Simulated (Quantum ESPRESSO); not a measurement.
## E(θ) between the sublattices of MnBr2

Aim: the energy of MnBr2 as two sets of moments turn from parallel to opposed.

Method: PBEsol with U = 5 eV on Mn d (ortho-atomic projectors); plane waves with PseudoDojo 0.4.1 SR PBEsol standard potentials, no spin-orbit coupling, in Quantum ESPRESSO 7.5.

**1. Starting point**

It takes space group R-3m (No. 166, trigonal). The conventional cell has a = 3.875 Å, b = 3.875 Å, c = 19.810 Å, α = 90.00°, β = 90.00°, γ = 120.00°. Nearest to Mn lie 6 Br at 2.70 Å. Nearest to Br lie 3 Mn at 2.70 Å. Farther neighbours and most contacts between anions are not listed.

Coordinates:

```cif
data_structure
_symmetry_space_group_name_H-M 'P 1'
_symmetry_Int_Tables_number 1
_cell_length_a 6.9718
_cell_length_b 6.9718
_cell_length_c 13.9436
_cell_angle_alpha 32.266
_cell_angle_beta 32.266
_cell_angle_gamma 32.266
_cell_volume 171.69
loop_
_atom_site_label
_atom_site_type_symbol
_atom_site_fract_x
_atom_site_fract_y
_atom_site_fract_z
_atom_site_occupancy
Mn1 Mn 0.00000 0.00000 0.00000 1
Mn2 Mn 0.00000 0.00000 0.50000 1
Br3 Br 0.74261 0.74261 0.37130 1
Br4 Br 0.74261 0.74261 0.87130 1
Br5 Br 0.25739 0.25739 0.12870 1
Br6 Br 0.25739 0.25739 0.62870 1
```

The cell comes from Materials Project 2023-11-01, a database of computed structures, and need not be the stable phase.

The settings of this session are cheaper than careful work needs (see the inputs), so it shows what such settings give, not the properties of the crystal.

**2. The collinear order that defines the sublattices**

Typed as antiferro q=(0,0,1/2) +-. The wavevector q is in fractions of the reciprocal vectors of the crystal's primitive cell, as the cells of these inputs are built from it; moments change sign between cells as cos(2π q·R).

Input file pw.in:

```
&CONTROL
  calculation = 'scf'
  prefix = 'pwscf'
  outdir = './tmp'
  pseudo_dir = './pseudo'
  disk_io = 'nowf'
/
&SYSTEM
  ibrav = 0
  celldm(1) = 8
  nat = 6
  ntyp = 3
  ecutwfc = 82
  nbnd = 36
  occupations = 'smearing'
  smearing = 'fd'
  degauss = 0.00999582
  nspin = 2
  starting_magnetization(1) = 0.3
  starting_magnetization(2) = -0.3
  starting_magnetization(3) = 0
/
&ELECTRONS
  conv_thr = 6d-08
  electron_maxstep = 150
  mixing_beta = 0.3
/
ATOMIC_SPECIES
Mn1    54.9380 Mn.upf
Mn2    54.9380 Mn.upf
Br     79.9040 Br.upf
CELL_PARAMETERS alat
   0.4576090468338    0.2642007063644    1.5597806854324
  -0.4576090468338    0.2642007063644    1.5597806854324
   0.0000000000000   -1.0568028255047    3.1195613708648
ATOMIC_POSITIONS crystal
Mn1     0.0000000000    0.0000000000    0.0000000000
Mn2     0.0000000000    0.0000000000    0.5000000000
Br      0.7426090400    0.7426090400    0.3713045200
Br      0.7426090400    0.7426090400    0.8713045200
Br      0.2573909600    0.2573909600    0.1286954800
Br      0.2573909600    0.2573909600    0.6286954800
K_POINTS automatic
2 2 1 0 0 0
HUBBARD {ortho-atomic}
U Mn1-3d 5.0000
U Mn2-3d 5.0000
```

Run with:

```
> OMP_NUM_THREADS=1 mpirun -n 4 pw.x -in pw.in > pw.out
```

Log:

```text
Program PWSCF v.7.5 starts

     Message from routine setup:
     using ibrav=0 with symmetry is DISCOURAGED, use correct ibrav instead

     R & G space division:  proc/nbgrp/npool/nimage =       4
     Subspace diagonalization in iterative solution of the eigenvalue problem:

     Parallelization info
     --------------------
     sticks:   dense  smooth     PW     G-vecs:    dense   smooth      PW
     Min         605     605    169                29037    29037    4300
     Max         606     606    170                29038    29038    4301
     Sum        2421    2421    677               116151   116151   17201

     Using Slab Decomposition

     bravais-lattice index     =            0
     lattice parameter (alat)  =       8.0000  a.u.
     unit-cell volume          =    1158.6261 (a.u.)^3
     number of atoms/cell      =            6
     number of atomic types    =            3
     number of electrons       =        58.00
     number of Kohn-Sham states=           36
     kinetic-energy cutoff     =      82.0000  Ry
     charge density cutoff     =     328.0000  Ry
     scf convergence threshold =      6.0E-08
     mixing beta               =       0.3000
     number of iterations used =            8  plain     mixing
     Exchange-correlation= PBESOL
                           (   1   4  10   8   0   0   0)
     Hubbard projectors: ortho-atomic
     Hubbard parameters of DFT+U (Dudarev formulation) in eV:
     U(Mn1-3d) =  5.0000
     U(Mn2-3d) =  5.0000

     Internal variables: lda_plus_u =T, lda_plus_u_kind = 0

     Internal variables: orbital_resolved =F, hub_pot_fix =F, apply_U = F

     celldm(1)=   8.000000  celldm(2)=   0.000000  celldm(3)=   0.000000
     celldm(4)=   0.000000  celldm(5)=   0.000000  celldm(6)=   0.000000

     crystal axes: (cart. coord. in units of alat)
               a(1) = (   0.457609   0.264201   1.559781 )
               a(2) = (  -0.457609   0.264201   1.559781 )
               a(3) = (   0.000000  -1.056803   3.119561 )

     reciprocal axes: (cart. coord. in units 2 pi/alat)
               b(1) = (  1.092636  0.630834  0.213705 )
               b(2) = ( -1.092636  0.630834  0.213705 )
               b(3) = (  0.000000 -0.630834  0.106853 )

     PseudoPot. # 1 for Mn read from file:
     Mn.upf
     Pseudo is Norm-conserving + core correction, Zval = 15.0
     Generated using ONCVPSP code by D. R. Hamann
     Using radial grid of 1448 points,  6 beta functions with:
                l(1) =   0
                l(2) =   0
                l(3) =   1
                l(4) =   1
                l(5) =   2
                l(6) =   2

     PseudoPot. # 2 for Mn read from file:
     Mn.upf
     Pseudo is Norm-conserving + core correction, Zval = 15.0
     Generated using ONCVPSP code by D. R. Hamann
     Using radial grid of 1448 points,  6 beta functions with:
                l(1) =   0
                l(2) =   0
                l(3) =   1
                l(4) =   1
                l(5) =   2
                l(6) =   2

     PseudoPot. # 3 for Br read from file:
     Br.upf
     Pseudo is Norm-conserving + core correction, Zval =  7.0
     Generated using ONCVPSP code by D. R. Hamann
     Using radial grid of 1098 points,  6 beta functions with:
                l(1) =   0
                l(2) =   0
                l(3) =   1
                l(4) =   1
                l(5) =   2
                l(6) =   2

     atomic species   valence    mass     pseudopotential
     Mn1              15.00    54.93800     Mn( 1.00)
     Mn2              15.00    54.93800     Mn( 1.00)
     Br                7.00    79.90400     Br( 1.00)

     Starting magnetic structure
     atomic species   magnetization
     Mn1             0.300
     Mn2            -0.300
     Br              0.000

      4 Sym. Ops., with inversion, found

   Cartesian axes

     site n.     atom                  positions (alat units)
         1        Mn1    tau(   1) = (   0.0000000   0.0000000   0.0000000  )
         2        Mn2    tau(   2) = (   0.0000000  -0.5284014   1.5597807  )
         3        Br     tau(   3) = (  -0.0000000  -0.0000000   3.4749217  )
         4        Br     tau(   4) = (  -0.0000000  -0.5284014   5.0347024  )
         5        Br     tau(   5) = (  -0.0000000  -0.0000000   1.2044203  )
         6        Br     tau(   6) = (  -0.0000000  -0.5284014   2.7642010  )

     number of k points=     3  Fermi-Dirac smearing, width (Ry)=  0.0100
                       cart. coord. in units 2pi/alat
        k(    1) = (   0.0000000   0.0000000   0.0000000), wk =   0.2500000
        k(    2) = (   0.5463179  -0.3154168  -0.1068526), wk =   0.5000000
        k(    3) = (   0.0000000  -0.6308335  -0.2137053), wk =   0.2500000

     Dense  grid:   116151 G-vectors     FFT dimensions: (  75,  75, 160)

     Generating pointlists ...
     new r_m :   0.2627 (alat units)  2.1014 (a.u.) for type    1
     new r_m :   0.2627 (alat units)  2.1014 (a.u.) for type    2
     new r_m :   0.2627 (alat units)  2.1014 (a.u.) for type    3

     Initial potential from superposition of free atoms

     starting charge      57.9990, renormalised to      58.0000

     STARTING HUBBARD OCCUPATIONS:

     =================== HUBBARD OCCUPATIONS ===================
     ------------------------ ATOM    1 ------------------------
     Tr[ns(  1)] (up, down, total) =   5.00000  0.00000  5.00000
     Atomic magnetic moment for atom   1 =   5.00000
     [... lines left out ...]
     ------------------------ ATOM    2 ------------------------
     Tr[ns(  2)] (up, down, total) =   0.00000  5.00000  5.00000
     Atomic magnetic moment for atom   2 =  -5.00000
     [... lines left out ...]
     Number of occupied Hubbard levels =   10.0000

     Atomic wfc used for Hubbard projectors are orthogonalized

     Starting wfcs are   36 randomized atomic wfcs

     Self-consistent Calculation

     iteration #  1     ecut=    82.00 Ry     beta= 0.30
     Davidson diagonalization with overlap
     ethr =  1.00E-02,  avg # of iterations =  3.3

     =================== HUBBARD OCCUPATIONS ===================
     ------------------------ ATOM    1 ------------------------
     Tr[ns(  1)] (up, down, total) =   4.99286  0.22602  5.21888
     Atomic magnetic moment for atom   1 =   4.76685
     [... lines left out ...]
     ------------------------ ATOM    2 ------------------------
     Tr[ns(  2)] (up, down, total) =   0.22602  4.99282  5.21884
     Atomic magnetic moment for atom   2 =  -4.76680
     [... lines left out ...]
     Number of occupied Hubbard levels =   10.4377

     Threshold (ethr) on eigenvalues was too large:
     Diagonalizing with lowered threshold

     Davidson diagonalization with overlap
     ethr =  3.01E-04,  avg # of iterations =  2.0

     total energy              =    -560.95193196 Ry
     estimated scf accuracy    <       0.16185554 Ry

     total magnetization       =    -0.00 Bohr mag/cell
     absolute magnetization    =     9.75 Bohr mag/cell

     iteration #  2     ecut=    82.00 Ry     beta= 0.30
     Davidson diagonalization with overlap
     ethr =  2.79E-04,  avg # of iterations =  2.0

     total energy              =    -560.97674021 Ry
     estimated scf accuracy    <       0.05958533 Ry

     total magnetization       =    -0.00 Bohr mag/cell
     absolute magnetization    =     9.72 Bohr mag/cell

     iteration #  3     ecut=    82.00 Ry     beta= 0.30
     Davidson diagonalization with overlap
     ethr =  1.03E-04,  avg # of iterations =  2.0

     total energy              =    -560.98752218 Ry
     estimated scf accuracy    <       0.01114317 Ry

     total magnetization       =     0.00 Bohr mag/cell
     absolute magnetization    =     9.74 Bohr mag/cell

     [... further iterations left out ...]

     iteration #  7     ecut=    82.00 Ry     beta= 0.30
     Davidson diagonalization with overlap
     ethr =  1.97E-08,  avg # of iterations =  2.8

     total energy              =    -560.98965111 Ry
     estimated scf accuracy    <       0.00002075 Ry

     total magnetization       =    -0.00 Bohr mag/cell
     absolute magnetization    =     9.77 Bohr mag/cell

     iteration #  8     ecut=    82.00 Ry     beta= 0.30
     Davidson diagonalization with overlap
     ethr =  1.97E-08,  avg # of iterations =  2.0

     total energy              =    -560.98965212 Ry
     estimated scf accuracy    <       0.00000202 Ry

     total magnetization       =    -0.00 Bohr mag/cell
     absolute magnetization    =     9.77 Bohr mag/cell

     iteration #  9     ecut=    82.00 Ry     beta= 0.30
     Davidson diagonalization with overlap
     ethr =  3.47E-09,  avg # of iterations =  2.0

     total energy              =    -560.98965272 Ry
     estimated scf accuracy    <       0.00000020 Ry

     total magnetization       =     0.00 Bohr mag/cell
     absolute magnetization    =     9.77 Bohr mag/cell

     iteration # 10     ecut=    82.00 Ry     beta= 0.30
     Davidson diagonalization with overlap
     ethr =  3.44E-10,  avg # of iterations =  2.0

     Magnetic moment per site  (integrated on atomic sphere of radius R)
     atom   1 (R=0.263)  charge= 13.2261  magn=  4.5509
     atom   2 (R=0.263)  charge= 13.2261  magn= -4.5509
     atom   3 (R=0.263)  charge=  5.2904  magn= -0.0145
     atom   4 (R=0.263)  charge=  5.2904  magn=  0.0145
     atom   5 (R=0.263)  charge=  5.2904  magn=  0.0145
     atom   6 (R=0.263)  charge=  5.2904  magn= -0.0145

     End of self-consistent calculation

     =================== HUBBARD OCCUPATIONS ===================
     ------------------------ ATOM    1 ------------------------
     Tr[ns(  1)] (up, down, total) =   4.99110  0.24923  5.24033
     Atomic magnetic moment for atom   1 =   4.74187
     [... lines left out ...]
     ------------------------ ATOM    2 ------------------------
     Tr[ns(  2)] (up, down, total) =   0.24923  4.99110  5.24033
     Atomic magnetic moment for atom   2 =  -4.74187
     [... lines left out ...]
     Number of occupied Hubbard levels =   10.4807

     [... lines left out ...]
     the Fermi energy is     5.3506 ev

!    total energy              =    -560.98965273 Ry
     estimated scf accuracy    <       0.00000002 Ry
     smearing contrib. (-TS)   =      -0.00000049 Ry
     internal energy E=F+TS    =    -560.98965224 Ry

     The total energy is F=E-TS. E is the sum of the following terms:
     one-electron contribution =    -428.02620376 Ry
     hartree contribution      =     229.62489236 Ry
     xc contribution           =    -114.08867299 Ry
     ewald contribution        =    -248.58679699 Ry
     Hubbard energy            =       0.08712914 Ry

     total magnetization       =     0.00 Bohr mag/cell
     absolute magnetization    =     9.77 Bohr mag/cell

     convergence has been achieved in  10 iterations

=------------------------------------------------------------------------------=
   JOB DONE.
=------------------------------------------------------------------------------=
```

Wall time 51 s (4 MPI ranks of Arm Neoverse V1, shared host); peak memory 0.49 GiB; 3.4 min of CPU time.

Spin moment in the atom's sphere by atom:

| atom | spin moment in the atom's sphere (μB) |
| --- | --- |
| Mn1 | 4.55 |
| Mn2 | -4.55 |
| Br3 | -0.01 |
| Br4 | 0.01 |
| Br5 | 0.01 |
| Br6 | -0.01 |

This step gave:

- smearing term TS: 6.70e-6 eV
- magnetization: 0 μB
- absolute magnetization: 9.77 μB
- final state: antiferromagnetic

Spin density in the ac plane at fractional y = 0.000, with atoms of Mn within 0.2 Å of it.

Ten even steps from '0' (-3.9 e/Å³) to '9' (3.9 e/Å³), each cell a mean:
```
8975555555554555557
5776555555555555555
5555555555555555555
5555555555555555544
4444555555555555554
4444444555455555555
5444444444444555555
5544444444444444455
4554444444444444444
4444444444444444444
4444444444444444202
1344444544444444402
1024444444445444442
4223444444444444444
4444444444444444444
4444444444444444455
5555444444444444445
5555555444544444444
4555555555555444444
4455555555555555544
5445555555555555555
5555555555555555555
5555555555555555797
8655555455555555597
```
Columns run along a (7.0 Å), rows up along c (13.9 Å). Atoms in or near the plane, at fractional coordinates: Mn at (0.00, 0.00), Mn at (0.00, 0.50).

Valence density in the ac plane at fractional y = 0.000, with atoms of Mn within 0.2 Å of it. It is the smooth field of the valence electrons, not physical close to the nuclei.

Ten steps, logarithmic in the rise over the least value, from '0' (0 e/Å³) to '9' (16 e/Å³), each cell a mean:
```
9973111100000000138
5785211221100000001
1234321223211000000
0111111123332100000
0112211112333321000
0012332111123332100
0001233321011222210
0000123332111112110
0000002333221122110
0000000122221124531
4100000001111124798
9720000000000011599
9973111100000000138
5785211221100000001
1234321223211000000
0111111123332100000
0112211112333321000
0012332111123332100
0001233321011222210
0000123332111112110
0000002333221122110
0000000122221124531
4100000001111124798
9720000000000011599
```
Columns run along a (7.0 Å), rows up along c (13.9 Å). Atoms in or near the plane, at fractional coordinates: Mn at (0.00, 0.00), Mn at (0.00, 0.50).

**3. The parallel state in the same cell**

This run has no penalty. It is needed because the penalty of the later runs acts on every atom: an induced moment is typed with its parallel value times cos(θ/2) along z and its opposed value times sin(θ/2) along x, rounded to 0.01 μB.

Edit pw.in of step 2 so:

```diff
@@ -11,5 +11,5 @@
   nat = 6
-  ntyp = 3
+  ntyp = 2
   ecutwfc = 82
-  nbnd = 36
+  nbnd = 41
   occupations = 'smearing'
@@ -19,4 +19,3 @@
   starting_magnetization(1) = 0.3
-  starting_magnetization(2) = -0.3
-  starting_magnetization(3) = 0
+  starting_magnetization(2) = 0
 /
@@ -28,4 +27,3 @@
 ATOMIC_SPECIES
-Mn1    54.9380 Mn.upf
-Mn2    54.9380 Mn.upf
+Mn     54.9380 Mn.upf
 Br     79.9040 Br.upf
@@ -36,4 +34,4 @@
 ATOMIC_POSITIONS crystal
-Mn1     0.0000000000    0.0000000000    0.0000000000
-Mn2     0.0000000000    0.0000000000    0.5000000000
+Mn      0.0000000000    0.0000000000    0.0000000000
+Mn      0.0000000000    0.0000000000    0.5000000000
 Br      0.7426090400    0.7426090400    0.3713045200
@@ -45,3 +43,2 @@
 HUBBARD {ortho-atomic}
-U Mn1-3d 5.0000
-U Mn2-3d 5.0000
+U Mn-3d 5.0000
```

Log:

```text
     [... lines left out ...]
Program PWSCF v.7.5 starts
     [... lines left out ...]
     number of atoms/cell      =            6
     [... lines left out ...]
     number of electrons       =        58.00
     number of Kohn-Sham states=           41
     kinetic-energy cutoff     =      82.0000  Ry
     charge density cutoff     =     328.0000  Ry
     scf convergence threshold =      6.0E-08
     [... lines left out ...]
      4 Sym. Ops., with inversion, found
     [... lines left out ...]
     number of k points=     3  Fermi-Dirac smearing, width (Ry)=  0.0100
     [... lines left out ...]
     iteration # 10     ecut=    82.00 Ry     beta= 0.30
     [... lines left out ...]
     Magnetic moment per site  (integrated on atomic sphere of radius R)
     atom   1 (R=0.263)  charge= 13.2245  magn=  4.5663
     atom   2 (R=0.263)  charge= 13.2245  magn=  4.5663
     atom   3 (R=0.263)  charge=  5.2915  magn=  0.0564
     atom   4 (R=0.263)  charge=  5.2915  magn=  0.0564
     atom   5 (R=0.263)  charge=  5.2915  magn=  0.0564
     atom   6 (R=0.263)  charge=  5.2915  magn=  0.0564
     [... lines left out ...]
     Tr[ns(  1)] (up, down, total) =   4.99210  0.24220  5.23430
     [... lines left out ...]
     Tr[ns(  2)] (up, down, total) =   4.99210  0.24220  5.23430
     [... lines left out ...]
     the Fermi energy is     5.3534 ev
!    total energy              =    -560.98855466 Ry
     estimated scf accuracy    <       0.00000002 Ry
     smearing contrib. (-TS)   =      -0.00000084 Ry
     [... lines left out ...]
     total magnetization       =    10.00 Bohr mag/cell
     absolute magnetization    =    10.01 Bohr mag/cell
     convergence has been achieved in  10 iterations
```

The job ended after 57 s (4 MPI ranks; peak memory 0.5 GiB; 3.8 min of CPU time).

Spin moment in the atom's sphere by atom:

| atom | spin moment in the atom's sphere (μB) |
| --- | --- |
| Mn1 | 4.57 |
| Mn2 | 4.57 |
| Br3 | 0.06 |
| Br4 | 0.06 |
| Br5 | 0.06 |
| Br6 | 0.06 |

Read from the output:

| Item | Value |
| --- | --- |
| smearing term TS | 1.14e-5 eV |
| magnetization | 10 μB |
| absolute magnetization | 10.01 μB |
| final state | ferromagnetic |

(Continued in part 2 of 3.)

[Logs and program files are shortened in this print: banners, set-up blocks, solver, clock and traceback lines can be left out without a mark of their own.]

[Logs are printed without paths, hosts, clocks, repeated set-up lines and the standing remarks that a program may print on its own settings, such as how far it seeks lower states.]

[Hosts, paths, dates, database ids (printed as entryN), source tags and the programs' standing remarks are cut or masked in the printed files.]

[Where a cell is said to come from a database of computed structures, the database is the Materials Project.]
